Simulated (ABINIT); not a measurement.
Computed results, one entry a study.

RbBH4 (F-43m): a self-consistent loop beyond G0W0, cycle by cycle. Symmetry: F-43m, No. 216, cubic system. The conventional cell has a = 6.906 Å, b = 6.906 Å, c = 6.906 Å, α = 90.00°, β = 90.00°, γ = 90.00°. Nearest to Rb lie 12 H at 2.92 Å and 6 B at 3.45 Å. Nearest to B lie 4 H at 1.23 Å and 6 Rb at 3.45 Å. Nearest to H lie 1 B at 1.23 Å and 6 H at 2.00 to 2.88 Å and 3 Rb at 2.92 Å. Farther neighbours, and contacts between anions beyond the nearest, are not listed. The calculation used RPA screening on PBEsol from quasiparticle energies and orbitals, plane waves, norm-conserving pseudopotentials (and 4 further levels or steps) in ABINIT 10.8.3, with cutoff 34 Ha, PseudoDojo scalar-relativistic 0.4.1 standard, norm-conserving, ngkpt (2, 2, 2), nband 41, ecuteps 3.2 Ha, gwcalctyp 28, inclvkb 2, shiftk (0, 0, 0), symchi 1, awtr 1, frequency ppm, cycle 3, q points all but q = 0, 2×2×2 k-mesh. The G0W0 is 8.577 eV and the QSGW, cycle 1 is 8.984 eV. The QSGW, cycle 2 is 9.501 eV. The QSGW, cycle 3 is 9.502 eV and the known limits are short of the basis limit; no spin-orbit coupling; coarse k mesh. It took 10 runs, 78 s in all on 4 MPI ranks of Arm Neoverse N1, shared host. Only the bands that the input lists are updated; the higher empty ones keep the functional's energies. QSGW ends at 9.50 eV, +0.92 eV from G0W0, after 3 cycles that took 55 s beside the first screening; the last moved the gap by 0.001 eV. The program's warnings: nproc spkpt=  >= nkpt= * nsppol=. The cell and positions are those that the Materials Project relaxed with its own functionals (PBE, PBE+U or r2SCAN), kept fixed. Limits: no spin-orbit coupling. The 2×2×2 mesh is coarse for this cell, which bears on the long-range parts of exchange and screening.

```xyz
6
Lattice="0.0000 3.4532 3.4532 3.4532 0.0000 3.4532 3.4532 3.4532 0.0000" Properties=species:S:1:pos:R:3 pbc="T T T"
Rb    0.0000    0.0000    0.0000
B     3.4532    3.4532    3.4532
H     4.1606    4.1606    4.1606
H     4.1606    2.7459    2.7459
H     2.7459    2.7459    4.1606
H     2.7459    4.1606    2.7459
```

[Long decimals in the printed logs are rounded to 6 places.]

[Logs are printed without paths, hosts, clocks, repeated set-up lines and the standing remarks that a program may print on its own settings, such as how far it seeks lower states.]

[Paths, hosts, dates, memory and timing lines, banners, echoed tables and standing remarks are left out of the program output; an Ansatz launch command may be rebuilt from the run's recorded settings. Measured values are a selection of at most five: reports struck by readers or far from the other reports are left out. None is set beside runs whose start may be inverted or whose files or cutoffs have a known fault.]

[Runs of the session that timed out or met a known fault of the program may be left out.]

[Hosts, paths, dates, database ids (printed as entryN), source tags and the programs' standing remarks are cut or masked in the printed files.]

[G0W0 gaps are taken among the corrected bands and points alone; a level outside them can change the order at an edge.]

[Where Ansatz stands beside ABINIT at settings called matched, ABINIT's density can come from a denser mesh and the files from another edition; pairs whose starting gaps differed by over 0.03 eV were left out, so agreement reads better than it is.]
